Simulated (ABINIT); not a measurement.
Records of electronic-structure calculations.

How the form of the self-energy moves the gap of Li2H6Pt (Fm-3m). Symmetry: Fm-3m, No. 225, cubic system. The conventional cell has a = 6.650 Å, b = 6.650 Å, c = 6.650 Å, α = 90.00°, β = 90.00°, γ = 90.00°. Li has 12 H at 2.35 Å nearest. Nearest to H lie 1 Pt at 1.63 Å. Nearest to Pt lie 6 H at 1.63 Å. Farther neighbours, and contacts between anions beyond the nearest, are not listed. The calculation used RPA screening on LDA, plane waves, norm-conserving pseudopotentials (and 3 further levels or steps) in ABINIT 10.8.3, with cutoff 34 Ha, PseudoDojo scalar-relativistic 0.4.1 standard, norm-conserving, ngkpt (4, 4, 4), nband 70, ecuteps 4.5 Ha, gwcalctyp 1, nfreqim 16, inclvkb 2, shiftk (0, 0, 0), symchi 1, awtr 1, frequency ac, 4×4×4 k-mesh. The G0W0, Godby-Needs plasmon pole is 4.783 eV. The G0W0, Hybertsen-Louie plasmon pole is 4.908 eV, the G0W0, von der Linden-Horsch plasmon pole is 5.008 eV and the G0W0, Engel-Farid plasmon pole is 4.890 eV. The one-shot Hartree-Fock is 9.553 eV. The G0W0, contour deformation is 4.735 eV and the G0W0, analytic continuation is 4.816 eV. The known limits are short of the basis limit; no spin polarisation; d states lean on the start; no spin-orbit coupling. It took 11 runs, 6.7 min in all on 4 MPI ranks of Intel Xeon Platinum 8375C at 2.90GHz (Ice Lake), shared host. G0W0, Hybertsen-Louie plasmon pole: +0.125 eV against G0W0, Godby-Needs plasmon pole. G0W0, von der Linden-Horsch plasmon pole: +0.225 eV against G0W0, Godby-Needs plasmon pole. The cell and positions are those that the Materials Project relaxed with its own functionals (PBE, PBE+U or r2SCAN), kept fixed. Limits: no spin polarisation; d states lean on the start; no spin-orbit coupling. The runs have no spin polarisation. For a closed low-spin shell that is the natural state; where a d or f shell is open it is a constraint, and the gap is then not the crystal's own.

```xyz
9
Lattice="0.0000 3.3249 3.3249 3.3249 0.0000 3.3249 3.3249 3.3249 0.0000" Properties=species:S:1:pos:R:3 pbc="T T T"
Li    4.9874    4.9874    4.9874
Li    1.6625    1.6625    1.6625
H     3.3249    3.3249    5.0192
H     3.3249    1.6306    3.3249
H     1.6306    3.3249    3.3249
H     3.3249    3.3249    1.6306
H     3.3249    5.0192    3.3249
H     5.0192    3.3249    3.3249
Pt    0.0000    0.0000    0.0000
```

[Long decimals in the printed logs are rounded to 6 places.]

[Logs are printed without paths, hosts, clocks, repeated set-up lines and the standing remarks that a program may print on its own settings, such as how far it seeks lower states.]

[Paths, hosts, dates, memory and timing lines, banners, echoed tables and standing remarks are left out of the program output; an Ansatz launch command may be rebuilt from the run's recorded settings. Measured values are a selection of at most five: reports struck by readers or far from the other reports are left out. None is set beside runs whose start may be inverted or whose files or cutoffs have a known fault.]

[Runs of the session that timed out or met a known fault of the program may be left out.]

[Hosts, paths, dates, database ids (printed as entryN), source tags and the programs' standing remarks are cut or masked in the printed files.]

[G0W0 gaps are taken among the corrected bands and points alone; a level outside them can change the order at an edge.]

[Where Ansatz stands beside ABINIT at settings called matched, ABINIT's density can come from a denser mesh and the files from another edition; pairs whose starting gaps differed by over 0.03 eV were left out, so agreement reads better than it is.]
